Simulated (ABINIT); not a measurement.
**BeAgH3 (Pm-3m): zone-centre phonons**

Which modes does BeAgH3 (Pm-3m) have at the zone centre?

Main program and level: ABINIT 10.8.3; DFT LDA, scalar-relativistic, plane waves, PseudoDojo norm-conserving pseudopotentials.

The structure was built from a prototype and need not be the compound's stable phase.

### 1. Starting point

It takes space group Pm-3m (No. 221, cubic). The conventional cell has a = 2.998 Å, b = 2.998 Å, c = 2.998 Å, α = 90.00°, β = 90.00°, γ = 90.00°. Nearest to Ag lie 12 H at 2.12 Å. Be has 6 H at 1.50 Å nearest. Nearest to H lie 2 Be at 1.50 Å and 4 Ag at 2.12 Å and 8 H at 2.12 Å. Farther neighbours are not listed.

### 2. A probe with smearing

A first run with smearing and empty bands tells whether the crystal has a gap, which decides between fixed occupations and smearing later on.

Input file probe.abi:

```
# ground state
tolvrs 1.0d-08
prtden 1
prtwf 1

# basis, mesh and filling
ecut 39.0
ngkpt 6 6 6
nshiftk 1
shiftk 0.0 0.0 0.0
istwfk *1
occopt 7
tsmear 0.005
nband 20
nstep 100
diemac 9.0
prtebands 0
prtgsr 0

# cell and atoms
acell 5.665039874 5.665039874 5.665039874
rprim 
    1.0 0.0 0.0
    0.0 1.0 0.0
    0.0 0.0 1.0
ntypat 3
znucl 47 4 1
natom 5
typat 1 2 3 3 3
xred 
    0.5 0.5 0.5
    0.0 0.0 0.0
    0.0 0.0 0.5
    0.5 0.0 0.0
    0.0 0.5 0.0
pp_dirpath "./pseudo"
pseudos "Ag.upf, Be.upf, H.upf"
```

Started as:

```bash
$ OMP_NUM_THREADS=1 mpirun -n 4 abinit probe.abi > probe.log
```

Numbers of over 12 decimals in the logs are rounded to 6 here.

probe.abo, the main output file:

```text
[banners, grids, parts of the stress and lines that vanish by symmetry left out]
- input  file    -> probe.abi
- output file    -> probe.abo
- root for input  files -> probei
[...]
Symmetries : space group Pm -3 m (#221); Bravais cP (primitive cubic)
[...]
mpw =        2176          nfft =       32768          nkpt =          20
[...]
== DATASET  1 ==================================================================
[...]
cutoff_energies: {ecut:  39.0, pawecutdg:  -1.0, }
[...]
ETOT  1  -170.17151519631    -1.702E+02 1.619E-01 6.535E+02
 ETOT  2  -170.26264934831    -9.113E-02 3.766E-03 5.063E+02
 ETOT  3  -170.40441809969    -1.418E-01 1.039E-02 2.509E+00
 ETOT  4  -170.40560493446    -1.187E-03 1.650E-03 2.306E-01
 ETOT  5  -170.40565577979    -5.085E-05 9.476E-04 5.123E-04
 ETOT  6  -170.40565588137    -1.016E-07 1.753E-03 3.293E-07
 ETOT  7  -170.40565588143    -5.710E-11 2.721E-04 4.216E-08
 ETOT  8  -170.40565588143    -2.046E-12 4.481E-04 3.730E-10
 At SCF step    8       vres2   =  3.73E-10 < tolvrs=  1.00E-08 =>converged.
[...]
sigma(1 1)= -1.80702994E-03  sigma(3 2)=  0.00000000E+00
  sigma(2 2)= -1.80702994E-03  sigma(3 1)=  0.00000000E+00
  sigma(3 3)= -1.80702994E-03  sigma(2 1)=  0.00000000E+00
[...]
convergence: {deltae: -2.046E-12, res2:  3.730E-10, residm:  4.481E-04, diffor: null, }
etotal    :  -1.70405656E+02
[...]
sigma(1 1)= -1.80702994E-03  sigma(3 2)=  0.00000000E+00
  sigma(2 2)= -1.80702994E-03  sigma(3 1)=  0.00000000E+00
  sigma(3 3)= -1.80702994E-03  sigma(2 1)=  0.00000000E+00
[...]
- sigma(1 1)= -5.31646563E+01  sigma(3 2)=  0.00000000E+00
- sigma(2 2)= -5.31646563E+01  sigma(3 1)=  0.00000000E+00
- sigma(3 3)= -5.31646563E+01  sigma(2 1)=  0.00000000E+00
[...]
fcart     -0.0000000000E+00 -0.0000000000E+00 -0.0000000000E+00
           strten     -1.8070299371E-03 -1.8070299371E-03 -1.8070299371E-03
================================================================================

[key lines of the parts left out:]
pressure_GPa:   5.3165E+01
```

Elapsed: 5 s, on 4 MPI ranks of Arm Neoverse V2, shared host.

This step gave:

* volume per atom: 5.388 Å³
* pressure: 53.16 GPa
* gap on the k-mesh: 0 eV

No gap opens on this mesh, so smearing is kept; the printed pressure holds the stress of the finite basis too.

### 3. Rough relaxation

The typed start is rough, so a first relaxation with smearing and loose thresholds takes it towards rest cheaply.

Input file prerelax.abi:

```
# relaxation
ionmov 2
optcell 2
dilatmx 1.15
chkdilatmx 0
ntime 40
tolmxf 3.0d-04
tolvrs 1.0d-10
prtwf 0
prtden 0
chksymtnons 0

# basis, mesh and filling
ecut 39.0
ecutsm 3.0
ngkpt 6 6 6
nshiftk 1
shiftk 0.0 0.0 0.0
istwfk *1
occopt 7
tsmear 0.005
nband 20
nstep 100
diemac 1000000.0
prtebands 0
prtgsr 0

# cell and atoms
acell 5.665039874 5.665039874 5.665039874
rprim 
    1.0 0.0 0.0
    0.0 1.0 0.0
    0.0 0.0 1.0
ntypat 3
znucl 47 4 1
natom 5
typat 1 2 3 3 3
xred 
    0.5 0.5 0.5
    0.0 0.0 0.0
    0.0 0.0 0.5
    0.5 0.0 0.0
    0.0 0.5 0.0
pp_dirpath "./pseudo"
pseudos "Ag.upf, Be.upf, H.upf"
```

Started as:

```bash
$ OMP_NUM_THREADS=1 mpirun -n 4 abinit prerelax.abi > prerelax.log
```

prerelax.abo, the main output file:

```text
[banners, grids, parts of the stress and lines that vanish by symmetry left out]
- input  file    -> prerelax.abi
- output file    -> prerelax.abo
- root for input  files -> prerelaxi
[...]
Symmetries : space group Pm -3 m (#221); Bravais cP (primitive cubic)
[...]
mpw =        3235          nfft =       64000          nkpt =          20
[...]
== DATASET  1 ==================================================================
[...]
cutoff_energies: {ecut:  39.0, pawecutdg:  -1.0, }
[...]
ETOT  1  -170.17525108196    -1.702E+02 1.016E-01 1.278E+03
 ETOT  2  -170.28354850619    -1.083E-01 5.140E-03 8.032E+02
 ETOT  3  -170.40401165403    -1.205E-01 4.266E-03 5.338E+00
 ETOT  4  -170.40524362328    -1.232E-03 9.286E-04 2.089E-01
 ETOT  5  -170.40526856753    -2.494E-05 2.667E-04 4.422E-05
[...]
At SCF step    9       vres2   =  2.56E-12 < tolvrs=  1.00E-10 =>converged.
[...]
ETOT  8  -170.45026980862    -1.830E-11 3.382E-12 5.068E-13
 At SCF step    8       vres2   =  5.07E-13 < tolvrs=  1.00E-10 =>converged.
[...]
sigma(1 1)= -9.40834120E-07  sigma(3 2)=  0.00000000E+00
  sigma(2 2)= -9.40834120E-07  sigma(3 1)=  0.00000000E+00
  sigma(3 3)= -9.40834120E-07  sigma(2 1)=  0.00000000E+00
[...]
convergence: {deltae: -1.830E-11, res2:  5.068E-13, residm:  3.382E-12, diffor: null, }
etotal    :  -1.70450270E+02
[...]
At Broyd/MD step   5, gradients are converged :
[...]
sigma(1 1)= -9.40834120E-07  sigma(3 2)=  0.00000000E+00
  sigma(2 2)= -9.40834120E-07  sigma(3 1)=  0.00000000E+00
  sigma(3 3)= -9.40834120E-07  sigma(2 1)=  0.00000000E+00
[...]
- sigma(1 1)= -2.76802955E-02  sigma(3 2)=  0.00000000E+00
- sigma(2 2)= -2.76802955E-02  sigma(3 1)=  0.00000000E+00
- sigma(3 3)= -2.76802955E-02  sigma(2 1)=  0.00000000E+00
[...]
fcart     -0.0000000000E+00 -0.0000000000E+00 -0.0000000000E+00
           strten     -9.4083411960E-07 -9.4083411960E-07 -9.4083411962E-07
================================================================================

[key lines of the parts left out:]
pressure_GPa:   2.7680E-02
Total energy (etotal) [Ha]= -1.70450269808621E+02
```

The job ended after 46 s (4 MPI ranks).

Step by step:

```
step  energy less that of the first step (eV)  largest force (eV/Å)  volume (Å³)
   1                                   0.0000                0.0000        26.94
   2                                  -0.9904                0.0000        31.63
   3                                  -1.2065                0.0000        34.92
   4                                  -1.2241                0.0000        36.12
   5                                  -1.2245                0.0000        36.33
```

```
conventional cell, symmetrised  before  after   change
                         a (Å)   2.998  3.312  +10.5 %
                         b (Å)   2.998  3.312  +10.5 %
                         c (Å)   2.998  3.312  +10.5 %
              volume (Å³/atom)    5.39   7.27  +34.8 %
```

The relaxed structure:

```cif
data_structure
_symmetry_space_group_name_H-M 'P 1'
_symmetry_Int_Tables_number 1
_cell_length_a 3.3119
_cell_length_b 3.3119
_cell_length_c 3.3119
_cell_angle_alpha 90.000
_cell_angle_beta 90.000
_cell_angle_gamma 90.000
_cell_volume 36.33
loop_
_atom_site_label
_atom_site_type_symbol
_atom_site_fract_x
_atom_site_fract_y
_atom_site_fract_z
_atom_site_occupancy
Ag1 Ag 0.50000 0.50000 0.50000 1
Be2 Be 0.00000 0.00000 0.00000 1
H3 H 0.00000 0.00000 0.50000 1
H4 H 0.50000 0.00000 0.00000 1
H5 H 0.00000 0.50000 0.00000 1
```

Numbers from this step:

- volume per atom: 7.266 Å³
- pressure: 0.02768 GPa

The volume changes by +34.8 % in this run and stands +34.8 % from the first cell.

### 4. Rough relaxation

The cell changed much, so the rough relaxation is repeated on a basis made for the new cell.

prerelax.abi, as its differences from that of step 3:

```diff
@@ -28,3 +28,3 @@
 # cell and atoms
-acell 5.665039874 5.665039874 5.665039874
+acell 6.258613297 6.258613297 6.258613297
 rprim
```

prerelax.abo, the main output file:

```text
[banners, grids, parts of the stress and lines that vanish by symmetry left out]
- input  file    -> prerelax.abi
- output file    -> prerelax.abo
- root for input  files -> prerelaxi
[...]
Symmetries : space group Pm -3 m (#221); Bravais cP (primitive cubic)
[...]
mpw =        4385          nfft =       91125          nkpt =          20
[...]
== DATASET  1 ==================================================================
[...]
cutoff_energies: {ecut:  39.0, pawecutdg:  -1.0, }
[...]
ETOT  1  -170.27586857921    -1.703E+02 8.979E-02 8.429E+02
 ETOT  2  -170.40488009126    -1.290E-01 2.220E-03 3.361E+02
 ETOT  3  -170.44748233976    -4.260E-02 1.582E-03 1.738E+01
 ETOT  4  -170.45026113190    -2.779E-03 1.186E-04 6.189E-02
 ETOT  5  -170.45026993597    -8.804E-06 2.626E-05 5.919E-05
 ETOT  6  -170.45026994018    -4.209E-09 1.798E-05 6.935E-06
 ETOT  7  -170.45026994083    -6.525E-10 1.139E-05 1.325E-08
 ETOT  8  -170.45026994084    -3.723E-12 9.130E-06 2.117E-10
 ETOT  9  -170.45026994084    -1.393E-12 5.396E-06 7.507E-13
 At SCF step    9       vres2   =  7.51E-13 < tolvrs=  1.00E-10 =>converged.
[...]
sigma(1 1)= -9.40355407E-07  sigma(3 2)=  0.00000000E+00
  sigma(2 2)= -9.40355407E-07  sigma(3 1)=  0.00000000E+00
  sigma(3 3)= -9.40355407E-07  sigma(2 1)=  0.00000000E+00
[...]
convergence: {deltae: -1.393E-12, res2:  7.507E-13, residm:  5.396E-06, diffor: null, }
etotal    :  -1.70450270E+02
[...]
At Broyd/MD step   1, gradients are converged :
[...]
sigma(1 1)= -9.40355407E-07  sigma(3 2)=  0.00000000E+00
  sigma(2 2)= -9.40355407E-07  sigma(3 1)=  0.00000000E+00
  sigma(3 3)= -9.40355407E-07  sigma(2 1)=  0.00000000E+00
[...]
- sigma(1 1)= -2.76662112E-02  sigma(3 2)=  0.00000000E+00
- sigma(2 2)= -2.76662112E-02  sigma(3 1)=  0.00000000E+00
- sigma(3 3)= -2.76662112E-02  sigma(2 1)=  0.00000000E+00
[...]
fcart     -0.0000000000E+00 -0.0000000000E+00 -0.0000000000E+00
           strten     -9.4035540685E-07 -9.4035540685E-07 -9.4035540685E-07
================================================================================

[key lines of the parts left out:]
pressure_GPa:   2.7666E-02
Total energy (etotal) [Ha]= -1.70450269940838E+02
```

Elapsed: 14 s, on 4 MPI ranks; 54 s of CPU time.

Little changed from the start: no atom moved by 0.005 Å and no cell edge by 0.1 %.

Numbers from this step:

```yaml
pressure: 0.02767 GPa
```

The volume changes by +0.0 % in this run and stands +34.8 % from the first cell.

### 5. Relaxation

The harmonic expansion needs vanishing forces, and a free crystal bears no stress, so cell and atoms are brought to rest. Stress is more sensitive to the basis than forces are: the last 3 Ha under the cutoff are smoothed with ecutsm, and the cutoff is raised above that of the later runs.

relax.abi, as its differences from prerelax.abi of step 4:

```diff
@@ -3,7 +3,6 @@
 optcell 2
-dilatmx 1.15
-chkdilatmx 0
+dilatmx 1.08
 ntime 40
-tolmxf 3.0d-04
-tolvrs 1.0d-10
+tolmxf 1.0d-05
+tolvrs 1.0d-14
 prtwf 0
@@ -13,3 +12,3 @@
 # basis, mesh and filling
-ecut 39.0
+ecut 48.0
 ecutsm 3.0
@@ -19,4 +18,4 @@
 istwfk *1
-occopt 7
-tsmear 0.005
+occopt 3
+tsmear 0.01
 nband 20
```

Started as:

```bash
$ OMP_NUM_THREADS=1 mpirun -n 4 abinit relax.abi > relax.log
```

relax.abo, the main output file:

```text
[banners, grids, parts of the stress and lines that vanish by symmetry left out]
- input  file    -> relax.abi
- output file    -> relax.abo
- root for input  files -> relaxi
[...]
Symmetries : space group Pm -3 m (#221); Bravais cP (primitive cubic)
[...]
mpw =        4945          nfft =       91125          nkpt =          20
[...]
== DATASET  1 ==================================================================
[...]
cutoff_energies: {ecut:  48.0, pawecutdg:  -1.0, }
[...]
ETOT  1  -170.21610291331    -1.702E+02 9.926E-02 1.067E+03
 ETOT  2  -170.38421469885    -1.681E-01 2.261E-02 5.428E+02
 ETOT  3  -170.45045731291    -6.624E-02 2.265E-03 8.234E+00
 ETOT  4  -170.45221172087    -1.754E-03 1.760E-03 5.385E-01
 ETOT  5  -170.45226107820    -4.936E-05 1.576E-04 4.242E-04
[...]
At SCF step   11       vres2   =  3.01E-17 < tolvrs=  1.00E-14 =>converged.
[...]
sigma(1 1)= -5.61614016E-06  sigma(3 2)=  0.00000000E+00
  sigma(2 2)= -5.61614016E-06  sigma(3 1)=  0.00000000E+00
  sigma(3 3)= -5.61614016E-06  sigma(2 1)=  0.00000000E+00
[...]
convergence: {deltae:  3.183E-12, res2:  3.010E-17, residm:  3.925E-07, diffor: null, }
etotal    :  -1.70452261E+02
[...]
ETOT  1  -170.45223295238    -1.705E+02 1.631E-07 2.639E-01
[...]
At SCF step    9       vres2   =  1.64E-17 < tolvrs=  1.00E-14 =>converged.
[...]
sigma(1 1)= -3.94383411E-06  sigma(3 2)=  0.00000000E+00
  sigma(2 2)= -3.94383411E-06  sigma(3 1)=  0.00000000E+00
  sigma(3 3)= -3.94383411E-06  sigma(2 1)=  0.00000000E+00
[...]
convergence: {deltae: -5.400E-12, res2:  1.636E-17, residm:  2.368E-09, diffor: null, }
etotal    :  -1.70452262E+02
[...]
ETOT  1  -170.45210022540    -1.705E+02 1.343E-09 1.482E+00
[...]
ETOT  8  -170.45226233526    -2.302E-12 2.921E-11 5.169E-14
 ETOT  9  -170.45226233526    -3.865E-12 2.022E-11 6.663E-17
 At SCF step    9       vres2   =  6.66E-17 < tolvrs=  1.00E-14 =>converged.
[...]
sigma(1 1)= -8.08404539E-09  sigma(3 2)=  0.00000000E+00
  sigma(2 2)= -8.08404540E-09  sigma(3 1)=  0.00000000E+00
  sigma(3 3)= -8.08404539E-09  sigma(2 1)=  0.00000000E+00
[...]
convergence: {deltae: -3.865E-12, res2:  6.663E-17, residm:  2.022E-11, diffor: null, }
etotal    :  -1.70452262E+02
[...]
At Broyd/MD step   3, gradients are converged :
[...]
sigma(1 1)= -8.08404539E-09  sigma(3 2)=  0.00000000E+00
  sigma(2 2)= -8.08404540E-09  sigma(3 1)=  0.00000000E+00
  sigma(3 3)= -8.08404539E-09  sigma(2 1)=  0.00000000E+00
[...]
- sigma(1 1)= -2.37840827E-04  sigma(3 2)=  0.00000000E+00
- sigma(2 2)= -2.37840827E-04  sigma(3 1)=  0.00000000E+00
- sigma(3 3)= -2.37840827E-04  sigma(2 1)=  0.00000000E+00
[...]
fcart     -0.0000000000E+00 -0.0000000000E+00 -0.0000000000E+00
           strten     -8.0840453932E-09 -8.0840453966E-09 -8.0840453914E-09
================================================================================

[key lines of the parts left out:]
pressure_GPa:   2.3784E-04
Total energy (etotal) [Ha]= -1.70452262335262E+02
```

Run time: 41 s. Hardware: 4 MPI ranks; 2.7 min of CPU time.

Little changed from the start: no atom moved by 0.005 Å and no cell edge by 0.1 %.

Read from the output:

- volume per atom: 7.278 Å³
- pressure: 2.38e-4 GPa

The volume changes by +0.2 % in this run and stands +35.1 % from the first cell.

### 6. Self-consistent run for the response

First-order wavefunctions inherit every error of the ground state, hence the very tight tolvrs. Smearing stays on, as the first look found no gap above 0.3 eV.

Input file gs.abi:

```
# ground state
tolvrs 1.0d-16
prtden 1
prtwf 1

# basis, mesh and filling
ecut 39.0
ngkpt 8 8 8
nshiftk 1
shiftk 0.0 0.0 0.0
istwfk *1
occopt 3
tsmear 0.01
nband 20
nstep 100
diemac 1000000.0
prtebands 0
prtgsr 0

# cell and atoms
acell 6.262158798 6.262158798 6.262158798
rprim 
    1.0 0.0 0.0
    0.0 1.0 0.0
    0.0 0.0 1.0
ntypat 3
znucl 47 4 1
natom 5
typat 1 2 3 3 3
xred 
    0.5 0.5 0.5
    0.0 0.0 0.0
    0.0 0.0 0.5
    0.5 0.0 0.0
    0.0 0.5 0.0
pp_dirpath "./pseudo"
pseudos "Ag.upf, Be.upf, H.upf"
```

Started as:

```bash
$ OMP_NUM_THREADS=1 mpirun -n 4 abinit gs.abi > gs.log
```

gs.abo, the main output file:

```text
[banners, grids, parts of the stress and lines that vanish by symmetry left out]
- input  file    -> gs.abi
- output file    -> gs.abo
- root for input  files -> gsi
[...]
Symmetries : space group Pm -3 m (#221); Bravais cP (primitive cubic)
[...]
mpw =        2897          nfft =       46656          nkpt =          35
[...]
== DATASET  1 ==================================================================
[...]
cutoff_energies: {ecut:  39.0, pawecutdg:  -1.0, }
[...]
ETOT  1  -170.25164343610    -1.703E+02 1.340E-01 4.845E+02
 ETOT  2  -170.39739723114    -1.458E-01 1.575E-02 2.140E+02
 ETOT  3  -170.44947983144    -5.208E-02 1.902E-03 6.575E+00
 ETOT  4  -170.45184456586    -2.365E-03 3.420E-04 1.126E-01
 ETOT  5  -170.45186666950    -2.210E-05 4.166E-05 9.859E-05
[...]
ETOT 10  -170.45186669503    -6.850E-12 5.357E-06 1.101E-14
 ETOT 11  -170.45186669502     7.361E-12 3.327E-06 2.445E-18
 At SCF step   11       vres2   =  2.45E-18 < tolvrs=  1.00E-16 =>converged.
[...]
sigma(1 1)=  2.02539887E-05  sigma(3 2)=  0.00000000E+00
  sigma(2 2)=  2.02539887E-05  sigma(3 1)=  0.00000000E+00
  sigma(3 3)=  2.02539887E-05  sigma(2 1)=  0.00000000E+00
[...]
convergence: {deltae:  7.361E-12, res2:  2.445E-18, residm:  3.327E-06, diffor: null, }
etotal    :  -1.70451867E+02
[...]
sigma(1 1)=  2.02539887E-05  sigma(3 2)=  0.00000000E+00
  sigma(2 2)=  2.02539887E-05  sigma(3 1)=  0.00000000E+00
  sigma(3 3)=  2.02539887E-05  sigma(2 1)=  0.00000000E+00
[...]
- sigma(1 1)=  5.95892919E-01  sigma(3 2)=  0.00000000E+00
- sigma(2 2)=  5.95892919E-01  sigma(3 1)=  0.00000000E+00
- sigma(3 3)=  5.95892919E-01  sigma(2 1)=  0.00000000E+00
[...]
fcart     -0.0000000000E+00 -0.0000000000E+00 -0.0000000000E+00
           strten      2.0253988651E-05  2.0253988651E-05  2.0253988651E-05
================================================================================

[key lines of the parts left out:]
pressure_GPa:  -5.9589E-01
```

Run time: 14 s. Hardware: 4 MPI ranks; 57 s of CPU time.

This step gave:

```yaml
pressure: -0.5959 GPa
```

The cell stands at -0.60 GPa: the relaxation ran with a smoothed and higher cutoff and on another k mesh.

(Continued in part 2 of 4.)

[Host names and launcher messages were left out of these logs when they were recorded.]

[Logs are printed without paths, hosts, clocks, repeated set-up lines and the standing remarks that a program may print on its own settings, such as how far it seeks lower states.]

[Hosts, paths, dates, database ids (printed as entryN), source tags and the programs' standing remarks are cut or masked in the printed files.]
